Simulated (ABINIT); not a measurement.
# Quasiparticle gap of CsPbCl3 (Pm-3m) in ABINIT

Aim: the G0W0 gap of CsPbCl3 (Pm-3m) on PBE, step by step.

Main program and level: ABINIT 10.8.3; PBE and many-body steps on it, plane waves.

## (1) The structure

It takes space group Pm-3m (No. 221, cubic). The conventional cell has a = 5.605 Å, b = 5.605 Å, c = 5.605 Å, α = 90.00°, β = 90.00°, γ = 90.00°. Cs has 12 Cl at 3.96 Å nearest. Pb has 6 Cl at 2.80 Å nearest. Nearest to Cl lie 2 Pb at 2.80 Å and 4 Cs at 3.96 Å. Farther neighbours and most contacts between anions are not listed.

The cell and positions come from the Crystallography Open Database and are kept as given unless a step says otherwise. Spin-orbit coupling is left out unless a step names it.

## (2) Ground state

This step: ABINIT 10.8.3; DFT, PBE, plane waves, norm-conserving pseudopotentials.

The ground-state density comes first.

run.abi

```
acell 3*1.0 Angstrom
rprim 
  5.605000000000 0.000000000000 0.000000000000
  0.000000000000 5.605000000000 0.000000000000
  0.000000000000 0.000000000000 5.605000000000
ntypat 3
znucl 55 82 17
natom 5
typat 1 2 3 3 3
xred 
  0.000000000000 0.000000000000 0.000000000000
  0.500000000000 0.500000000000 0.500000000000
  0.500000000000 0.500000000000 0.000000000000
  0.000000000000 0.500000000000 0.500000000000
  0.500000000000 0.000000000000 0.500000000000
pp_dirpath "pseudos"
pseudos "Cs.upf, Pb.upf, Cl.upf"
ecut 32
ngkpt 4 4 4
nshiftk 1
shiftk 0 0 0
kptopt 1
chksymbreak 0
nband 32
occopt 1
tolvrs 1e-08
nstep 60
prtwf 0
indata_prefix "in"
outdata_prefix "out"
tmpdata_prefix "tmp"
```

Started as:

```sh
$ OMP_NUM_THREADS=1 mpirun -n 4 abinit run.abi > log
```

Numbers of over 12 decimals in the logs are rounded to 6 here.

Log:

```text
.Version 10.8.3 of ABINIT. v10.8.2 released Aug 2026.

 Symmetries : space group Pm -3 m (#221); Bravais cP (primitive cubic)
================================================================================
 Values of the parameters that define the memory need of the present run
     intxc =       0    ionmov =       0      iscf =       7    lmnmax =       8
     lnmax =       8     mgfft =      54  mpssoang =       4    mqgrid =    3001
     natom =       5  nloc_mem =       1    nspden =       1   nspinor =       1
    nsppol =       1      nsym =      48    n1xccc =    2501    ntypat =       3
    occopt =       1   xclevel =       2
-    mband =          32        mffmem =           1         mkmem =           3
       mpw =       10315          nfft =      157464          nkpt =          10
================================================================================
  Rough estimation (10% accuracy) of disk space for files :
================================================================================

--------------------------------------------------------------------------------
------------- Echo of variables that govern the present computation ------------
--------------------------------------------------------------------------------
 -outvars: echo values of preprocessed input variables --------
            acell      1.8897261259E+00  1.8897261259E+00  1.8897261259E+00 Bohr

      chksymbreak           0
             ecut      3.20000000E+01 Hartree
-          fftalg         312

              ixc     -101130
              kpt      0.00000000E+00  0.00000000E+00  0.00000000E+00
                       2.50000000E-01  0.00000000E+00  0.00000000E+00
                       5.00000000E-01  0.00000000E+00  0.00000000E+00
                       2.50000000E-01  2.50000000E-01  0.00000000E+00
                       5.00000000E-01  2.50000000E-01  0.00000000E+00
                       5.00000000E-01  5.00000000E-01  0.00000000E+00
                       2.50000000E-01  2.50000000E-01  2.50000000E-01
                       5.00000000E-01  2.50000000E-01  2.50000000E-01
                       5.00000000E-01  5.00000000E-01  2.50000000E-01
                       5.00000000E-01  5.00000000E-01  5.00000000E-01
         kptrlatt        4    0    0      0    4    0      0    0    4
          kptrlen      4.23676597E+01
P           mkmem           3
            natom           5
            nband          32
            ngfft          54      54      54
             nkpt          10
            nstep          60
             nsym          48
           ntypat           3
              occ      2.000000  2.000000  2.000000  2.000000  2.000000  2.000000
                       2.000000  2.000000  2.000000  2.000000  2.000000  2.000000
                       2.000000  2.000000  2.000000  2.000000  2.000000  2.000000
                       2.000000  2.000000  2.000000  2.000000  2.000000  2.000000
                       2.000000  2.000000  0.000000  0.000000  0.000000  0.000000
                       0.000000  0.000000
            prtwf           0
            rprim      5.6050000000E+00  0.0000000000E+00  0.0000000000E+00
                       0.0000000000E+00  5.6050000000E+00  0.0000000000E+00
[...]
spgroup         221

           tolvrs      1.00000000E-08

             xred      0.0000000000E+00  0.0000000000E+00  0.0000000000E+00
[...]
znucl       55.00000   82.00000   17.00000

================================================================================

 chkinp: Checking input parameters for consistency.

================================================================================
== DATASET  1 ==================================================================
-   mpi_nproc: 4, omp_nthreads: 1 (-1 if OMP is not activated)

--- !DatasetInfo
iteration_state: {dtset: 1, }
dimensions: {natom: 5, nkpt: 10, mband: 32, nsppol: 1, nspinor: 1, nspden: 1, mpw: 10315, }
cutoff_energies: {ecut:  32.0, pawecutdg:  -1.0, }
electrons: {nelect:   5.20000000E+01, charge:   0.00000000E+00, occopt:   1.00000000E+00, tsmear:   1.00000000E-02, }

 Real(R)+Recip(G) space primitive vectors, cartesian coordinates (Bohr,Bohr^-1):
 R(1)= 10.5919149  0.0000000  0.0000000  G(1)=  0.0944116  0.0000000  0.0000000
 R(2)=  0.0000000 10.5919149  0.0000000  G(2)=  0.0000000  0.0944116  0.0000000
 R(3)=  0.0000000  0.0000000 10.5919149  G(3)=  0.0000000  0.0000000  0.0944116
 Unit cell volume ucvol=  1.1882928E+03 bohr^3
 Angles (23,13,12)=  9.00000000E+01  9.00000000E+01  9.00000000E+01 degrees

 getcut: wavevector=  0.0000  0.0000  0.0000  ngfft=  54  54  54
         ecut(hartree)=     32.000   => boxcut(ratio)=   2.00207

--- Pseudopotential description ------------------------------------------------
- Cs Generated using ONCVPSP code by D. R. Hamann
- 55.00000   9.00000  171031                  znucl, zion, pspdat
12 -101130 3 -1 2414                          pspcod,pspxc,lmax,lloc,mmax
     nproj     2     2     2     2
  pspatm : epsatm=   22.81663564
         --- l  ekb(1:nproj) -->
[...]
pspatm: atomic psp has been read  and splines computed

- Pb Generated using ONCVPSP code by D. R. Hamann
- 82.00000  22.00000  220131                  znucl, zion, pspdat
[...]
ETOT  4  -282.63648421894    -2.480E-04 1.144E-03 6.246E-01
 ETOT  5  -282.63651776948    -3.355E-05 5.387E-04 1.494E-01
 ETOT  6  -282.63652215599    -4.387E-06 1.679E-04 2.358E-02
 ETOT  7  -282.63652346236    -1.306E-06 7.571E-05 4.557E-03
 ETOT  8  -282.63652366616    -2.038E-07 8.369E-05 2.074E-04
 ETOT  9  -282.63652367534    -9.183E-09 3.768E-05 4.005E-06
 ETOT 10  -282.63652367576    -4.252E-10 3.799E-05 2.413E-07
 ETOT 11  -282.63652367582    -5.139E-11 1.735E-05 4.773E-09

 At SCF step   11       vres2   =  4.77E-09 < tolvrs=  1.00E-08 =>converged.

 Cartesian components of stress tensor (hartree/bohr^3)
  sigma(1 1)= -4.08266935E-05  sigma(3 2)=  0.00000000E+00
  sigma(2 2)= -4.08266935E-05  sigma(3 1)=  0.00000000E+00
  sigma(3 3)= -4.08266935E-05  sigma(2 1)=  0.00000000E+00

--- !ResultsGS
iteration_state: {dtset: 1, }
comment   : Summary of ground state results
lattice_vectors:
- [ 10.5919149,   0.0000000,   0.0000000, ]
- [  0.0000000,  10.5919149,   0.0000000, ]
- [  0.0000000,   0.0000000,  10.5919149, ]
lattice_lengths: [  10.59191,   10.59191,   10.59191, ]
lattice_angles: [ 90.000,  90.000,  90.000, ] # degrees, (23, 13, 12)
lattice_volume:   1.1882928E+03
convergence: {deltae: -5.139E-11, res2:  4.773E-09, residm:  1.735E-05, diffor: null, }
etotal    :  -2.82636524E+02
entropy   :   0.00000000E+00
fermie    :   1.02427899E-01
cartesian_stress_tensor: # hartree/bohr^3
- [ -4.08266935E-05,   0.00000000E+00,   0.00000000E+00, ]
- [  0.00000000E+00,  -4.08266935E-05,   0.00000000E+00, ]
- [  0.00000000E+00,   0.00000000E+00,  -4.08266935E-05, ]
pressure_GPa:   1.2012E+00
xred      :
- [  0.0000E+00,   0.0000E+00,   0.0000E+00, Cs]
- [  5.0000E-01,   5.0000E-01,   5.0000E-01, Pb]
- [  5.0000E-01,   5.0000E-01,   0.0000E+00, Cl]
- [  0.0000E+00,   5.0000E-01,   5.0000E-01, Cl]
- [  5.0000E-01,   0.0000E+00,   5.0000E-01, Cl]
cartesian_forces: # hartree/bohr
- [ -0.00000000E+00,  -0.00000000E+00,  -0.00000000E+00, ]
- [ -0.00000000E+00,  -0.00000000E+00,  -0.00000000E+00, ]
- [ -0.00000000E+00,  -0.00000000E+00,  -0.00000000E+00, ]
- [ -0.00000000E+00,  -0.00000000E+00,  -0.00000000E+00, ]
- [ -0.00000000E+00,  -0.00000000E+00,  -0.00000000E+00, ]
force_length_stats: {min:   0.00000000E+00, max:   0.00000000E+00, mean:   0.00000000E+00, }

 Integrated electronic density in atomic spheres:
 ------------------------------------------------
 Atom  Sphere_radius  Integrated_density
[...]
================================================================================

 ----iterations are completed or convergence reached----

 Mean square residual over all n,k,spin=   12.519E-08; max=  17.347E-06
 reduced coordinates (array xred) for    5 atoms
       0.000000000000      0.000000000000      0.000000000000
       0.500000000000      0.500000000000      0.500000000000
       0.500000000000      0.500000000000      0.000000000000
       0.000000000000      0.500000000000      0.500000000000
       0.500000000000      0.000000000000      0.500000000000
 rms dE/dt=  0.0000E+00; max dE/dt=  0.0000E+00; dE/dt below (all hartree)
    1       0.000000000000      0.000000000000      0.000000000000
    2       0.000000000000      0.000000000000      0.000000000000
    3       0.000000000000      0.000000000000      0.000000000000
    4       0.000000000000      0.000000000000      0.000000000000
    5       0.000000000000      0.000000000000      0.000000000000

 cartesian coordinates (angstrom) at end:
    1      0.000000     0.000000     0.000000
    2      2.802500     2.802500     2.802500
    3      2.802500     2.802500     0.000000
    4      0.000000     2.802500     2.802500
    5      2.802500     0.000000     2.802500

 cartesian forces (hartree/bohr) at end:
[...]
frms,max,avg= 0.0000000E+00 0.0000000E+00   0.000E+00  0.000E+00  0.000E+00 h/b

 cartesian forces (eV/Angstrom) at end:
    1     -0.000000    -0.000000    -0.000000
    2     -0.000000    -0.000000    -0.000000
    3     -0.000000    -0.000000    -0.000000
    4     -0.000000    -0.000000    -0.000000
    5     -0.000000    -0.000000    -0.000000
 frms,max,avg= 0.0000000E+00 0.0000000E+00   0.000E+00  0.000E+00  0.000E+00 e/A
 length scales=  1.889726125908  1.889726125908  1.889726125908 bohr
              =  1.000000000000  1.000000000000  1.000000000000 angstroms
 prteigrs : about to open file out_EIG
 Fermi (or HOMO) energy (hartree) =   0.10243   Average Vxc (hartree)=  -0.29278
 Eigenvalues (hartree) for nkpt=  10  k points:
 kpt#   1, nband= 32, wtk=  0.01563, kpt=  0.0000  0.0000  0.0000 (reduced coord)
  -5.02370   -2.88158   -2.88158   -2.88158   -0.68291   -0.51653   -0.51653   -0.50762
  -0.50762   -0.50762   -0.45513   -0.42305   -0.42305   -0.19776   -0.19776   -0.19776
  -0.14101   -0.06948   -0.06948   -0.06948    0.00536    0.00536    0.00536    0.00927
   0.00927    0.00927    0.22532    0.25983    0.25983    0.29325    0.29325    0.29325
 prteigrs : prtvol=0 or 1, do not print more k-points.

--- !EnergyTerms
iteration_state     : {dtset: 1, }
comment             : Components of total free energy in Hartree
kinetic             :  8.08797040700819E+01
hartree             :  1.00499096126179E+02
xc                  : -5.43967834896113E+01
Ewald energy        : -1.33017418738071E+02
psp_core            :  3.38783852564955E+00
local_psp           : -3.03728844613565E+02
non_local_psp       :  2.37398844435198E+01
total_energy        : -2.82636523675816E+02
total_energy_eV     : -7.69093161296399E+03
band_energy         : -3.80895010693657E+01

 Cartesian components of stress tensor (hartree/bohr^3)
  sigma(1 1)= -4.08266935E-05  sigma(3 2)=  0.00000000E+00
  sigma(2 2)= -4.08266935E-05  sigma(3 1)=  0.00000000E+00
  sigma(3 3)= -4.08266935E-05  sigma(2 1)=  0.00000000E+00

-Cartesian components of stress tensor (GPa)         [Pressure=  1.2012E+00 GPa]
- sigma(1 1)= -1.20116279E+00  sigma(3 2)=  0.00000000E+00
- sigma(2 2)= -1.20116279E+00  sigma(3 1)=  0.00000000E+00
- sigma(3 3)= -1.20116279E+00  sigma(2 1)=  0.00000000E+00

== END DATASET(S) ==============================================================
================================================================================

 -outvars: echo values of variables after computation  --------
           etotal     -2.8263652368E+02
            nband          32
             nkpt          10
          spgroup         221
 [... the other variables as echoed above ...]

 Calculation completed.
```

It took 52 s on 4 MPI ranks of Arm Neoverse V1, shared host; peak memory 0.42 GiB.

This step gave:

* total energy: -7690.9316 eV
* gap: 1.932 eV
* k of the valence top: 0.5, 0.5, 0.5
* k of the conduction bottom: 0.5, 0.5, 0.5
* least direct gap: 1.932 eV
* pressure: 1.201 GPa

The gap is direct, at (0.500, 0.500, 0.500).

The cutoff was set for levels, not for stress, so the pressure can be off by some GPa.

## (3) Empty states on the mesh, 2×2×2 mesh, 202 bands

The sums over transitions need many empty states on a uniform mesh; this step solves for them.

Changes to run.abi since step 2:

```diff
@@ -18,3 +18,3 @@
 ecut 32
-ngkpt 4 4 4
+ngkpt 2 2 2
 nshiftk 1
@@ -23,7 +23,10 @@
 chksymbreak 0
-nband 32
-occopt 1
-tolvrs 1e-08
+iscf -2
+irdden 1
+istwfk *1
+nband 202
+nbdbuf 18
+tolwfr 1e-09
 nstep 60
-prtwf 0
+prtvol 0
 indata_prefix "in"
```

Log:

```text
.Version 10.8.3 of ABINIT. v10.8.2 released Aug 2026.

 Symmetries : space group Pm -3 m (#221); Bravais cP (primitive cubic)
[... echo of the input left out ...]
== DATASET  1 ==================================================================
-   mpi_nproc: 4, omp_nthreads: 1 (-1 if OMP is not activated)

--- !DatasetInfo
iteration_state: {dtset: 1, }
dimensions: {natom: 5, nkpt: 4, mband: 202, nsppol: 1, nspinor: 1, nspden: 1, mpw: 10280, }
cutoff_energies: {ecut:  32.0, pawecutdg:  -1.0, }
electrons: {nelect:   5.20000000E+01, charge:   0.00000000E+00, occopt:   1.00000000E+00, tsmear:   1.00000000E-02, }

 Real(R)+Recip(G) space primitive vectors, cartesian coordinates (Bohr,Bohr^-1):
 R(1)= 10.5919149  0.0000000  0.0000000  G(1)=  0.0944116  0.0000000  0.0000000
 R(2)=  0.0000000 10.5919149  0.0000000  G(2)=  0.0000000  0.0944116  0.0000000
 R(3)=  0.0000000  0.0000000 10.5919149  G(3)=  0.0000000  0.0000000  0.0944116
 Unit cell volume ucvol=  1.1882928E+03 bohr^3
 Angles (23,13,12)=  9.00000000E+01  9.00000000E+01  9.00000000E+01 degrees

 getcut: wavevector=  0.0000  0.0000  0.0000  ngfft=  54  54  54
         ecut(hartree)=     32.000   => boxcut(ratio)=   2.00207

--- Pseudopotential description ------------------------------------------------
- Cs Generated using ONCVPSP code by D. R. Hamann
- 55.00000   9.00000  171031                  znucl, zion, pspdat
12 -101130 3 -1 2414                          pspcod,pspxc,lmax,lloc,mmax
     nproj     2     2     2     2
  pspatm : epsatm=   22.81663564
         --- l  ekb(1:nproj) -->
             0    6.176104    0.756334
             1    6.263084    0.786397
             2    3.737592    0.906929
[...]
pspatm: atomic psp has been read  and splines computed

- Pb Generated using ONCVPSP code by D. R. Hamann
- 82.00000  22.00000  220131                  znucl, zion, pspdat
12 -101130 3 -1 1692                          pspcod,pspxc,lmax,lloc,mmax
     nproj     2     2     2     1
  pspatm : epsatm=   27.21822286
         --- l  ekb(1:nproj) -->
[...]
3    9.337611
 pspatm: atomic psp has been read  and splines computed

- Cl Generated using ONCVPSP code by D. R. Hamann
- 17.00000   7.00000  171031                  znucl, zion, pspdat
12 -101130 2 -1 1028                          pspcod,pspxc,lmax,lloc,mmax
     nproj     2     2     2     0
  pspatm : epsatm=    9.12776517
         --- l  ekb(1:nproj) -->
[...]
pspatm: atomic psp has been read  and splines computed

--------------------------------------------------------------------------------

================================================================================
 prteigrs : about to open file out_EIG
 Non-SCF case, kpt    1 (  0.00000  0.00000  0.00000), residuals and eigenvalues=
  9.77E-10  2.87E-10  3.16E-10  4.70E-10  3.18E-10  3.94E-10  5.60E-10  2.52E-10
  6.56E-10  8.17E-10  4.12E-10  4.06E-10  7.40E-10  3.72E-10  5.83E-10  7.55E-10
  9.99E-10  4.60E-10  5.74E-10  8.62E-10  2.38E-10  4.21E-10  6.67E-10  3.38E-10
[...]
9.96E-05  7.96E-04
 -5.0237E+00 -2.8816E+00 -2.8816E+00 -2.8816E+00 -6.8291E-01 -5.1653E-01
 -5.1653E-01 -5.0762E-01 -5.0762E-01 -5.0762E-01 -4.5513E-01 -4.2305E-01
 -4.2305E-01 -1.9776E-01 -1.9776E-01 -1.9776E-01 -1.4101E-01 -6.9483E-02
[...]
1.8237E+00  1.8376E+00  1.8666E+00  1.9141E+00  1.9141E+00  1.9141E+00
  1.9151E+00  1.9151E+00  1.9151E+00  1.9296E+00  1.9296E+00  1.9432E+00
  1.9435E+00  1.9467E+00  1.9469E+00  1.9485E+00
 prteigrs : prtvol=0 or 1, do not print more k-points.

--- !ResultsGS
iteration_state: {dtset: 1, }
comment   : Summary of ground state results
lattice_vectors:
- [ 10.5919149,   0.0000000,   0.0000000, ]
- [  0.0000000,  10.5919149,   0.0000000, ]
- [  0.0000000,   0.0000000,  10.5919149, ]
lattice_lengths: [  10.59191,   10.59191,   10.59191, ]
lattice_angles: [ 90.000,  90.000,  90.000, ] # degrees, (23, 13, 12)
lattice_volume:   1.1882928E+03
convergence: {deltae:  0.000E+00, res2:  0.000E+00, residm:  9.992E-10, diffor:  0.000E+00, }
etotal    :  -2.82636524E+02
entropy   :   0.00000000E+00
fermie    :   1.02427899E-01
cartesian_stress_tensor: null
pressure_GPa: null
xred      :
- [  0.0000E+00,   0.0000E+00,   0.0000E+00, Cs]
- [  5.0000E-01,   5.0000E-01,   5.0000E-01, Pb]
- [  5.0000E-01,   5.0000E-01,   0.0000E+00, Cl]
- [  0.0000E+00,   5.0000E-01,   5.0000E-01, Cl]
- [  5.0000E-01,   0.0000E+00,   5.0000E-01, Cl]
cartesian_forces: null
force_length_stats: {min: null, max: null, mean: null, }

 Integrated electronic density in atomic spheres:
 ------------------------------------------------
 Atom  Sphere_radius  Integrated_density
[...]
================================================================================

 ----iterations are completed or convergence reached----

 Mean square residual over all n,k,spin=   50.785E-11; max=  99.924E-11
 reduced coordinates (array xred) for    5 atoms
[...]
0.000000000000      0.500000000000      0.500000000000
       0.500000000000      0.000000000000      0.500000000000

 cartesian coordinates (angstrom) at end:
    1      0.000000     0.000000     0.000000
    2      2.802500     2.802500     2.802500
    3      2.802500     2.802500     0.000000
    4      0.000000     2.802500     2.802500
    5      2.802500     0.000000     2.802500
 length scales=  1.889726125908  1.889726125908  1.889726125908 bohr
              =  1.000000000000  1.000000000000  1.000000000000 angstroms
 prteigrs : about to open file out_EIG
 Eigenvalues (hartree) for nkpt=   4  k points:
 kpt#   1, nband=202, wtk=  0.12500, kpt=  0.0000  0.0000  0.0000 (reduced coord)
[...]
1.82368    1.82368    1.82368    1.83763    1.86660    1.91410    1.91411    1.91414
   1.91511    1.91511    1.91513    1.92959    1.92963    1.94325    1.94346    1.94672
   1.94690    1.94851
 prteigrs : prtvol=0 or 1, do not print more k-points.

== END DATASET(S) ==============================================================
================================================================================

 -outvars: echo values of variables after computation  --------
            nband         202
             nkpt           4
          spgroup         221
 [... the other variables as echoed above ...]

 Calculation completed.
```

Elapsed: 1.8 min, on 4 MPI ranks; peak memory 0.53 GiB; 7.3 min of CPU time.

Numbers from this step:

| Item | Value |
| --- | --- |
| gap | 1.932 eV |
| k of the valence top | 0.5, 0.5, 0.5 |
| k of the conduction bottom | 0.5, 0.5, 0.5 |
| least direct gap | 1.932 eV |
| k points computed | 4 |
| lowest point of the top converged band, above the valence top | 46.75 eV |

On this mesh the gap is 1.932 eV.

(Part 1 of 2 ends here.)

[Paths, hosts, dates, memory and timing lines, banners, echoed tables and standing remarks are left out of the program output.]

[Logs are printed without paths, hosts, clocks, repeated set-up lines and the standing remarks that a program may print on its own settings, such as how far it seeks lower states.]

[Runs of the session that timed out or met a known fault of the program may be left out.]

[Hosts, paths, dates, database ids (printed as entryN), source tags and the programs' standing remarks are cut or masked in the printed files.]

[G0W0 gaps are taken among the corrected bands and points alone; a level outside them can change the order at an edge.]

[Where Ansatz stands beside ABINIT at settings called matched, ABINIT's density can come from a denser mesh and the files from another edition; pairs whose starting gaps differed by over 0.03 eV were left out, so agreement reads better than it is.]
